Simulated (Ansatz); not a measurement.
# What BeInH3 (model cell, started as cubic perovskite with Be in the octahedra) distorts into, part 2 of 3

Which phase does BeInH3 (model cell, started as cubic perovskite with Be in the octahedra) fall into along its unstable mode, and how much energy does it gain?

Ansatz 0.2.0; DFT LDA, scalar-relativistic, plane waves, PAW; PAW set soft_1.

So far, highest frequency on the path or at a solved wavevector (cm⁻¹): step 2 (response at finite wavevector) 994. Also lowest frequency on the path (cm⁻¹): step 2 -697.

The structure was built from a prototype and need not be the compound's stable phase.

### Step 4. The mode frozen in, largest atomic shift 0.22 Å

The atoms are moved along the unstable eigenvector, the largest shift by 0.22 Å, with the cell fixed.

Input file input.yaml:

```yaml
crystal:
  lattice:
    - [3.5304351694, 0.0, 0.0]
    - [0.0, 3.5304351694, 0.0]
    - [0.0, 0.0, 3.5304351694]
  atoms:
    - { symbol: In, position: [0.0, -6.4398e-06, -6.4398e-06] }
    - { symbol: Be, position: [0.5, 0.5127117074, 0.5127117074] }
    - { symbol: H, position: [0.5, 0.4711616292, -0.0552407505] }
    - { symbol: H, position: [0.5, -0.0552407505, 0.4711616292] }
    - { symbol: H, position: [0.0, 0.4711616292, 0.4711616292] }
kpoints:
  mp_grid: { grid: [12, 12, 12] }
hamiltonian:
  xc: lda
  pseudopotentials: { kind: paw, azcp: { folder: soft_1 }, xc_functional: pbe }
scf:
  occupations: { method: methfessel_paxton, width: 0.2 }
output:
  forces: true
  stress: true
  eigenvalues: true
```

The run is started by

```console
ansatz run input.yaml --threads 4 --pin off --max-ram 16384MiB --backend cpu --events-out ev --progress --plain --runs-dir out
```

Numbers of over 12 decimals in the logs are rounded to 6 here.

Log:

```text
[...]
Crystal: 5 atoms, lattice volume = 44.003 Å³
Basis set: ecut = 420 eV, 847 PW (Γ)
Bands: 14, of which v1, the nominal top of the filled ones, is band 9 counted from 1 (8 counted from 0)
Symmetry: 4 space group operations
[...]
k-points: 301 of 1728 (time reversal used)
[...]
k-point 0: bands = [... 5 lower, -3.3895, 6.0094, 6.4088, 8.6901, 8.9186, 9.3109, 9.4294, 17.4038, ... 1 higher]
  k-point 1: bands = [... 5 lower, -3.3096, 5.4986, 6.3482, 8.6576, 8.7812, 9.2421, 10.5523, 17.0492, ... 1 higher]
  k-point 2: bands = [... 5 lower, -3.0690, 4.3000, 6.3880, 8.5995, 9.0511, 9.4514, 12.2015, 16.2212, ... 1 higher]
  k-point 300: bands = [... 5 lower, 3.3368, 3.3525, 3.4523, 6.4907, 7.4906, 7.5110, 7.5215, 7.5447, ... 1 higher]
[key lines of the parts left out:]
SCF converged after 8 iterations
Free energy (F): -5590.411846 eV
Fermi energy:    8.176478 eV
P = ⅓ Tr σ = 1.6305 GPa (16.305 kbar)
```

Run time: 5.3 s. Hardware: 4 threads of Arm Neoverse V1, shared host; peak memory 0.48 GiB.

Numbers from this step:

| Item | Value |
| --- | --- |
| pressure | 1.630 GPa |
| energy from the undistorted cell | -12.57 meV/atom |

The energy, extrapolated to zero smearing, is -12.57 meV/atom against the undistorted cell.

The run ends at a pressure of 1.63 GPa, with forces up to 0.32 eV/Å.

### Step 5. Energy along the mode, all amplitudes (two of the runs are shown above)

An imaginary frequency means negative curvature, so the energy should fall and then rise again as anharmonic terms take over.

This step gave:

- depth at the lowest point sampled: 12.57 meV/atom
- largest atomic shift at that point: 0.22 Å

The energy from the parent by largest atomic shift:

| largest atomic shift (Å) | energy from the parent (meV/atom) |
| --- | --- |
| 0.000 | 0 |
| 0.040 | -0.664 |
| 0.080 | -2.54 |
| 0.140 | -6.88 |
| 0.220 | -12.6 |
| 0.320 | -11.1 |
| 0.450 | 26.0 |

Displacement at unit largest shift by atom:

| atom | x (Å) | y (Å) | z (Å) | size |
| --- | --- | --- | --- | --- |
| In1 | 0.000 | 0.000 | 0.000 | 0.000 |
| Be2 | 0.000 | 0.204 | 0.204 | 0.288 |
| H3 | 0.000 | -0.463 | -0.886 | 1.000 |
| H4 | 0.000 | -0.886 | -0.463 | 1.000 |
| H5 | 0.000 | -0.463 | -0.463 | 0.655 |

The lowest of the steps tried is at 0.22 Å, 12.6 meV/atom below the parent; the bottom of the well need not coincide with a step.

### Step 6. Relaxation from the frozen mode

Starting from the lowest point found, all atoms and the cell are let go, so that strain and other modes of the same symmetry can join in.

input.yaml, as its differences from that of step 4:

```diff
@@ -22 +22,6 @@
   eigenvalues: true
+relax:
+  adjacent_minimum: "off"
+  f_tol: 0.002
+  max_steps: 120
+  cell: { stress_tol: 0.03 }
```

Log:

```text
[...]
Crystal: 5 atoms, lattice volume = 44.003 Å³
Basis set: ecut = 420 eV, 847 PW (Γ)
Bands: 14, of which v1, the nominal top of the filled ones, is band 9 counted from 1 (8 counted from 0)
Symmetry: 4 space group operations
[...]
k-points: 301 of 1728 (time reversal used)
[...]
SCF iter   1: F=—  HF=-5591.076516 eV  |F-HF|=—  |Δ(HF+E_count)|=         —  Δρ=5.59e-2  dr2=1.68e0  ethr=3.10e-3  ⟨swp⟩=5.2  Hψ=24309  notcnv=0
[...]
SCF iter   8: F=-5590.411846 eV  HF=-5590.411846 eV  |F-HF|=2.93e-9  |Δ(HF+E_count)|=   6.88e-8  S|Δr|=    0.00e0  Δρ=2.77e-6  dr2=4.24e-9  ethr=5.56e-10  ⟨swp⟩=4.1  Hψ=13903  notcnv=0
SCF 1 converged in 8 iterations: F = -5590.411846 eV  dr2 = 4.24e-9
[...]
relax step   1: F+E_penalty+E_count = -5590.41184626 eV  Δ(F+E_penalty+E_count) = +0.000e0 eV  max|allowed force component| = 2.251e-1 eV/Å  Δτ_max = 0.0000 Å  P = +1.630 GPa  Ω = 44.003 Å³  (8 SCF iters, dr2 threshold 1.00e-7 eV, accepted)
Crystal: 5 atoms, lattice volume = 45.776 Å³
Basis set: ecut = 420 eV, 891 PW (Γ)
[...]
SCF iter   5: F=-5590.474944 eV  HF=-5590.474944 eV  |F-HF|=1.44e-8  |Δ(HF+E_count)|=   2.15e-6  S|Δr|=    0.00e0  Δρ=1.67e-5  dr2=6.72e-8  ethr=2.78e-9  ⟨swp⟩=6.0  Hψ=22198  notcnv=0
SCF 2 converged in 5 iterations: F = -5590.474944 eV  dr2 = 6.72e-8
relax step   2: F+E_penalty+E_count = -5590.47494355 eV  Δ(F+E_penalty+E_count) = -6.310e-2 eV  max|allowed force component| = 3.258e-1 eV/Å  Δτ_max = 0.1120 Å  P = -0.933 GPa  Ω = 45.776 Å³  energy of the carried Pulay correction = -1.001e-3 eV  (5 SCF iters, dr2 threshold 5.00e-7 eV, accepted)
Crystal: 5 atoms, lattice volume = 47.464 Å³
Basis set: ecut = 420 eV, 923 PW (Γ)
[...]
SCF iter   5: F=-5590.545400 eV  HF=-5590.545400 eV  |F-HF|=1.85e-8  |Δ(HF+E_count)|=   1.10e-6  S|Δr|=    0.00e0  Δρ=2.01e-5  dr2=1.51e-7  ethr=2.78e-9  ⟨swp⟩=6.0  Hψ=22067  notcnv=0
SCF 3 converged in 5 iterations: F = -5590.545400 eV  dr2 = 1.51e-7
relax step   3: F+E_penalty+E_count = -5590.54539985 eV  Δ(F+E_penalty+E_count) = -7.046e-2 eV  max|allowed force component| = 4.814e-1 eV/Å  Δτ_max = 0.0833 Å  P = -2.206 GPa  Ω = 47.464 Å³  energy of the carried Pulay correction = -1.918e-3 eV  (5 SCF iters, dr2 threshold 5.00e-7 eV, accepted)
[... from here on, the SCF cycles and remarks between the steps are left out ...]
relax step   4: F+E_penalty+E_count = -5590.67723568 eV  Δ(F+E_penalty+E_count) = -1.318e-1 eV  max|allowed force component| = 3.236e-1 eV/Å  Δτ_max = 0.0679 Å  P = -1.214 GPa  Ω = 47.933 Å³  energy of the carried Pulay correction = -2.167e-3 eV  (5 SCF iters, dr2 threshold 5.00e-7 eV, accepted)
relax step   5: F+E_penalty+E_count = -5590.77413436 eV  Δ(F+E_penalty+E_count) = -9.690e-2 eV  max|allowed force component| = 1.072e-1 eV/Å  Δτ_max = 0.0609 Å  P = +0.986 GPa  Ω = 47.915 Å³  energy of the carried Pulay correction = -2.158e-3 eV  (6 SCF iters, dr2 threshold 5.00e-7 eV, accepted)
relax step   6: F+E_penalty+E_count = -5590.84779210 eV  Δ(F+E_penalty+E_count) = -7.366e-2 eV  max|allowed force component| = 1.383e-1 eV/Å  Δτ_max = 0.0728 Å  P = +1.827 GPa  Ω = 48.929 Å³  energy of the carried Pulay correction = -2.688e-3 eV  (5 SCF iters, dr2 threshold 5.00e-7 eV, accepted)
relax step   7: F+E_penalty+E_count = -5590.91504564 eV  Δ(F+E_penalty+E_count) = -6.725e-2 eV  max|allowed force component| = 7.193e-2 eV/Å  Δτ_max = 0.1134 Å  P = +0.565 GPa  Ω = 50.474 Å³  energy of the carried Pulay correction = -3.473e-3 eV  (6 SCF iters, dr2 threshold 5.00e-7 eV, accepted)
relax step   8: F+E_penalty+E_count = -5590.88326333 eV  Δ(F+E_penalty+E_count) = +3.178e-2 eV  max|allowed force component| = 2.086e-1 eV/Å  Δτ_max = 0.1060 Å  P = -1.773 GPa  Ω = 51.786 Å³  energy of the carried Pulay correction = -4.120e-3 eV  (6 SCF iters, dr2 threshold 5.00e-7 eV, rejected (line search))
relax step   9: F+E_penalty+E_count = -5590.92116446 eV  Δ(F+E_penalty+E_count) = -6.119e-3 eV  max|allowed force component| = 6.128e-2 eV/Å  Δτ_max = 0.0378 Å  P = +0.175 GPa  Ω = 50.899 Å³  energy of the carried Pulay correction = -3.685e-3 eV  (9 SCF iters, accepted)
relax step  10: F+E_penalty+E_count = -5590.92195506 eV  Δ(F+E_penalty+E_count) = -7.906e-4 eV  max|allowed force component| = 8.901e-3 eV/Å  Δτ_max = 0.0080 Å  P = +0.049 GPa  Ω = 50.828 Å³  energy of the carried Pulay correction = -3.650e-3 eV  (5 SCF iters, dr2 threshold 2.35e-7 eV, accepted)
relax step  11: F+E_penalty+E_count = -5590.92186043 eV  Δ(F+E_penalty+E_count) = +9.463e-5 eV  max|allowed force component| = 2.473e-2 eV/Å  Δτ_max = 0.0035 Å  P = -0.058 GPa  Ω = 50.897 Å³  energy of the carried Pulay correction = -3.684e-3 eV  (5 SCF iters, dr2 threshold 1.45e-8 eV, rejected (line search))
relax step  12: F+E_penalty+E_count = -5590.92196484 eV  Δ(F+E_penalty+E_count) = -9.783e-6 eV  max|allowed force component| = 1.034e-3 eV/Å  Δτ_max = 0.0014 Å  P = -0.009 GPa  Ω = 50.870 Å³  energy of the carried Pulay correction = -3.670e-3 eV  (7 SCF iters, accepted)
relax step  13: F+E_penalty+E_count = -5590.96423322 eV  Δ(F+E_penalty+E_count) = -4.227e-2 eV  max|allowed force component| = 3.592e-3 eV/Å  Δτ_max = 0.0000 Å  P = +0.956 GPa  Ω = 50.870 Å³  stress off target by 1.61e0 GPa  SCF on the basis re-selected at this cell (its energy is not comparable with the rows above)  (7 SCF iters)
relax step  14: F+E_penalty+E_count = -5590.97075196 eV  Δ(F+E_penalty+E_count) = -6.519e-3 eV  max|allowed force component| = 1.946e-2 eV/Å  Δτ_max = 0.0127 Å  P = +0.426 GPa  Ω = 51.729 Å³  energy of the carried Pulay correction = -4.574e-4 eV  (4 SCF iters, dr2 threshold 5.00e-7 eV, accepted)
relax step  15: F+E_penalty+E_count = -5590.97166977 eV  Δ(F+E_penalty+E_count) = -9.178e-4 eV  max|allowed force component| = 1.520e-2 eV/Å  Δτ_max = 0.0064 Å  P = +0.011 GPa  Ω = 52.343 Å³  energy of the carried Pulay correction = -8.060e-4 eV  (4 SCF iters, dr2 threshold 5.00e-7 eV, accepted)
relax step  16: F+E_penalty+E_count = -5590.97172531 eV  Δ(F+E_penalty+E_count) = -5.554e-5 eV  max|allowed force component| = 1.242e-3 eV/Å  Δτ_max = 0.0034 Å  P = +0.004 GPa  Ω = 52.347 Å³  energy of the carried Pulay correction = -8.090e-4 eV  (4 SCF iters, dr2 threshold 1.44e-8 eV, accepted)
[...]
SCF iter   6: F=-5590.972599 eV  HF=-5590.972599 eV  |F-HF|=1.82e-12  |Δ(HF+E_count)|=  1.00e-11  S|Δr|=    0.00e0  Δρ=4.74e-8  dr2=1.87e-12  ethr=1.00e-12  ⟨swp⟩=5.4  Hψ=15215  notcnv=0
SCF 17 converged in 6 iterations: F = -5590.972599 eV  dr2 = 1.87e-12
relax step  17: F+E_penalty+E_count = -5590.97259879 eV  Δ(F+E_penalty+E_count) = -8.735e-4 eV  max|allowed force component| = 1.230e-3 eV/Å  Δτ_max = 0.0000 Å  P = +0.005 GPa  Ω = 52.347 Å³  stress off target by 6.95e-3 GPa  SCF on the basis re-selected at this cell (its energy is not comparable with the rows above)  (6 SCF iters)
[...]
SCF converged after 6 iterations
[...]
Free energy (F): -5590.972599 eV
[...]
Internal energy: -5590.975766 eV  (E = F + TS)
E sigma→0 (E₀):  -5590.973391 eV
Entropy (-TS):   0.003168 eV (0.634 meV/atom)
Fermi energy:    5.106446 eV
Step filling:    the computed levels leave a gap of 0.0225 eV = 0.1 smearing widths at the electron count; against every level under it full and every level over it empty, smearing changes F+E_penalty+E_count by +0.772 meV and its σ→0 estimate by -0.020 meV
[...]
--- Forces (eV/Å), atoms counted from 1 ---
  atom   1  In     0.00000000     0.00122982     0.00122982
  atom   2  Be    -0.00000000     0.00014424     0.00014424
  atom   3  H     -0.00000000    -0.00010049    -0.00063452
  atom   4  H     -0.00000000    -0.00063452    -0.00010049
  atom   5  H      0.00000000    -0.00063959    -0.00063959
  max |Σ_I F_I| component: 5.35e-7 eV/Å
--- Stress (GPa, compression-positive) ---
        0.003305       0.000000       0.000000
        0.000000       0.006312       0.000636
       -0.000000       0.000636       0.006312
  P = ⅓ Tr σ = 0.0053 GPa (0.053 kbar)
--- Band table (eV; the first three rows and the last of 301) ---
  k-point 0: bands = [... 5 lower, -4.0860, 1.8002, 2.1397, 3.6910, 6.6861, 8.5700, 11.0626, 13.5399, ... 1 higher]
  k-point 1: bands = [... 5 lower, -4.0338, 1.5125, 2.0962, 3.9293, 6.7663, 8.5519, 10.9367, 13.5701, ... 1 higher]
  k-point 2: bands = [... 5 lower, -3.8773, 0.7972, 2.1711, 4.3089, 6.8281, 8.7126, 10.5635, 13.6558, ... 1 higher]
  k-point 300: bands = [... 5 lower, 1.4227, 2.3723, 2.8673, 4.4064, 5.1022, 6.8130, 7.2385, 7.3988, ... 1 higher]
--- Relaxed structure (15 steps of the walk, 13 accepted, 2 SCFs on fresh bases) ---
  F+E_penalty+E_count = -5590.97259879 eV   max|allowed force component| = 1.230e-3 eV/Å   (the final SCF, on the basis selected at the relaxed cell)
  cell:  # Å, volume = 52.3473 Å³
    - [2.775919, 0, 0]
    - [0, 4.342959, -0.060239]
    - [0, -0.060239, 4.342959]
  atoms:
    - { symbol: In, position: [0, 0.017755, 0.017755] }
    - { symbol: Be, position: [0.5, 0.564089, 0.564089] }
    - { symbol: H, position: [0.5, 0.496805, -0.114474] }
    - { symbol: H, position: [0.5, -0.114474, 0.496805] }
    - { symbol: H, position: [0, 0.435613, 0.435613] }
```

Wall time 88 s (4 threads); peak memory 0.57 GiB; 5.7 min of CPU time.

Step by step:

| step | energy less that of the first step (eV) | largest force component (eV/Å) | pressure (GPa) | volume (Å³) |
| --- | --- | --- | --- | --- |
| 1 | 0.0000 | 0.2251 | 1.63 | 44.00 |
| 2 | -0.0631 | 0.3258 | -0.93 | 45.78 |
| 3 | -0.1336 | 0.4814 | -2.21 | 47.46 |
| 4 | -0.2654 | 0.3236 | -1.21 | 47.93 |
| 5 | -0.3623 | 0.1072 | 0.99 | 47.92 |
| 6 | -0.4359 | 0.1383 | 1.83 | 48.93 |
| 7 | -0.5032 | 0.0719 | 0.57 | 50.47 |
| 8 | -0.4714 | 0.2086 | -1.77 | 51.79 |
| 9 | -0.5093 | 0.0613 | 0.18 | 50.90 |
| 10 | -0.5101 | 0.0089 | 0.05 | 50.83 |
| 11 | -0.5100 | 0.0247 | -0.06 | 50.90 |
| 12 | -0.5101 | 0.0010 | -0.01 | 50.87 |
| 13* | -0.5524 | 0.0036 | 0.96 | 50.87 |
| 14 | -0.5589 | 0.0195 | 0.43 | 51.73 |
| 15 | -0.5598 | 0.0152 | 0.01 | 52.34 |
| 16 | -0.5599 | 0.0012 | 0.00 | 52.35 |
| 17* | -0.5608 | 0.0012 | 0.01 | 52.35 |

Relaxation steps marked * repeat the geometry before them on a plane-wave basis chosen anew for their cell, so energy and pressure can jump there. Relaxation steps 8, 11 were tried and not accepted.

Forces are held to the 4 operations that the run works with; a distortion that breaks them can't arise in this run.

| cell as run | before | after | change |
| --- | --- | --- | --- |
| a (Å) | 3.530 | 2.776 | -21.4 % |
| b (Å) | 3.530 | 4.343 | +23.0 % |
| c (Å) | 3.530 | 4.343 | +23.0 % |
| α (°) | 90.00 | 91.59 | +1.8 % |
| volume (Å³/atom) | 8.80 | 10.47 | +19.0 % |

The atoms that moved most (Å, as changes of fractional coordinates times the final cell):

| atom | dx | dy | dz | length |
| --- | --- | --- | --- | --- |
| Be2 | 0.000 | 0.220 | 0.220 | 0.311 |
| H3 | 0.000 | 0.115 | -0.259 | 0.283 |
| H4 | 0.000 | -0.259 | 0.115 | 0.283 |
| H5 | 0.000 | -0.152 | -0.152 | 0.215 |
| In1 | 0.000 | 0.076 | 0.076 | 0.108 |

The relaxed structure:

```cif
data_structure
_symmetry_space_group_name_H-M 'P 1'
_symmetry_Int_Tables_number 1
_cell_length_a 2.7759
_cell_length_b 4.3434
_cell_length_c 4.3434
_cell_angle_alpha 91.589
_cell_angle_beta 90.000
_cell_angle_gamma 90.000
_cell_volume 52.35
loop_
_atom_site_label
_atom_site_type_symbol
_atom_site_fract_x
_atom_site_fract_y
_atom_site_fract_z
_atom_site_occupancy
In1 In 0.00000 0.01775 0.01775 1
Be2 Be 0.50000 0.56409 0.56409 1
H3 H 0.50000 0.49681 0.88553 1
H4 H 0.50000 0.88553 0.49681 1
H5 H 0.00000 0.43561 0.43561 1
```

Numbers from this step:

| Property | Result |
| --- | --- |
| pressure | 0.005310 GPa |
| volume per atom | 10.47 Å³ |

The distorted start has space group Amm2; the relaxation ends in Amm2.

### Step 7. The new phase in its own primitive cell

The relaxed structure is symmetrised, reduced to its primitive cell and relaxed tightly, as its phonons need.

input.yaml, the sections that differ from step 6:

```yaml
crystal:
  lattice:
    - [2.7759186612, 0.0, 0.0]
    - [0.0, 3.1135314237, 3.0283401675]
    - [0.0, -3.1135314237, 3.0283401675]
  atoms:
    - { symbol: In, position: [0.0, 0.0177545181, 0.0177545181] }
    - { symbol: Be, position: [0.5, 0.5640886659, 0.5640886659] }
    - { symbol: H, position: [0.5, 0.4968053879, 0.8855259992] }
    - { symbol: H, position: [0.5, 0.8855259992, 0.4968053879] }
    - { symbol: H, position: [0.0, 0.4356132043, 0.4356132043] }
kpoints:
  mp_grid: { grid: [12, 8, 8] }
relax:
  adjacent_minimum: "off"
  f_tol: 0.001
  max_steps: 60
  cell: { stress_tol: 0.01 }
# hamiltonian, scf, output: as in step 6
```

Log:

```text
[...]
Crystal: 5 atoms, lattice volume = 52.347 Å³
Basis set: ecut = 420 eV, 1037 PW (Γ)
Bands: 14, of which v1, the nominal top of the filled ones, is band 9 counted from 1 (8 counted from 0)
Symmetry: 4 space group operations
[...]
k-points: 147 of 768 (time reversal used)
[...]
cell:  # Å, volume = 52.3869 Å³
    - [2.776712, 0.0, 0.0]
    - [0.0, 3.113646, 3.029653]
    - [0.0, -3.113646, 3.029653]
  atoms:
    - { symbol: In, position: [0.0, 0.017940, 0.017940] }
    - { symbol: Be, position: [0.5, 0.564027, 0.564027] }
    - { symbol: H, position: [0.5, 0.496692, 0.885416] }
    - { symbol: H, position: [0.5, 0.885416, 0.496692] }
    - { symbol: H, position: [0.0, 0.435712, 0.435712] }
[key lines of the parts left out:]
SCF converged after 6 iterations
Free energy (F): -5590.972768 eV
Fermi energy:    5.120658 eV
P = ⅓ Tr σ = 0.0018 GPa (0.018 kbar)
```

Run time: 11 s. Hardware: 4 threads; peak memory 0.45 GiB.

Little changed from the start: no atom moved by 0.005 Å and no cell edge by 0.1 %.

This step gave:

```
pressure        : 0.001773 GPa
volume per atom : 10.48 Å³
```

The largest force component left is 0.32 meV/Å and the pressure is 0.002 GPa, within the tolerances set. The cell now holds 10.48 Å³/atom.

[end of part 2 of 3]

[Logs are printed without paths, hosts, clocks, repeated set-up lines and the standing remarks that a program may print on its own settings, such as how far it seeks lower states.]

[Hosts, paths, dates, database ids (printed as entryN), source tags and the programs' standing remarks are cut or masked in the printed files.]
